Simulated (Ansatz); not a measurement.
# Binding curve of MoS2 on Al2O3(0001) (81 atoms)

The cell holds 81 atoms: 24 Al, 36 O, 7 Mo and 14 S. Cell: a = 8.413 Å, b = 8.413 Å, c = 29.332 Å, α = 90.0°, β = 90.0°, γ = 60.0°. It derives from Al2O3 and MoS2. The starting structure: 1 layer(s) of MoS2 at its own lattice constant on a slab of Al2O3(0001) strained in the plane by up to 1.0 % to a common cell of 61 Å^2; gaps of 2.95 Å as starting values, 15 Å of vacuum, lowest layers held; not relaxed, displaced by a Gaussian of 0.01 Å. The outermost Al of the bottom face are to be left free in later relaxations; the layers above them are held. Lattice constants are starting values near those of PBE. Regions: Al2O3(0001), 60 atoms (24 Al and 36 O); MoS2, 21 atoms (7 Mo and 14 S). Vacuum lies along c.

Calculated with Ansatz 0.2.0: Kohn-Sham DFT, PBE+D3(BJ), PAW (set soft_2), plane waves; cutoff 420 eV, k-mesh 3×3×1, fermi-dirac smearing of 0.025 eV. The upper part (MoS2) is moved rigidly along the normal by z from its relaxed place. Energies are the whole cell less its two frozen parts, over the face of 61.30 Å².

| shift z (Å) | interaction energy (meV/Å²) |
| --- | --- |
| -0.4 | -22.21 |
| -0.2 | -33.60 |
| +0.0 | -36.25 |
| +0.3 | -33.25 |
| +0.6 | -27.83 |
| +1.0 | -21.01 |
| +1.6 | ? |
| +2.4 | -8.088 |
| +3.5 | -4.456 |

**Question.** Fit the universal binding curve to the rows given and interpolate to the withheld row.

Worked fit:

The universal binding curve is E(z) = −D (1 + z/l) exp(−z/l), whose curvature at z = 0 is D/l². The depth is D = 36.25 meV/Å². A parabola through the rows at −0.2, 0 and +0.3 Å has the curvature 2 {[E(0.3) − E(0)]/0.3 + [E(−0.2) − E(0)]/0.2} / 0.5 = 92.88 meV/Å⁴, so l = √(D / curvature) = 0.625 Å. At z = 1.6 Å, z/l = 2.561.

Prediction at +1.6: -9.967 meV/Å². The run gave -13.68 meV/Å², so the fit is high by 3.7 meV/Å² (27 % of the value).

The curve's steepest slope, D/(e l) at z = l, is 3.42 GPa, an estimate of the stress that rigid separation needs. Among the rows given, the largest miss of the fit is at +2.4, by 4.3 meV/Å² (14 % of the range of the table).

Limits: The parts are rigid, and they also feel their periodic images through the vacuum. The curve was made for chemical and metallic bonds; the dispersion term here falls off as a power of distance, which it can't follow.

[Hosts, paths, dates, database ids (printed as entryN), source tags and the programs' standing remarks are cut or masked in the printed files.]
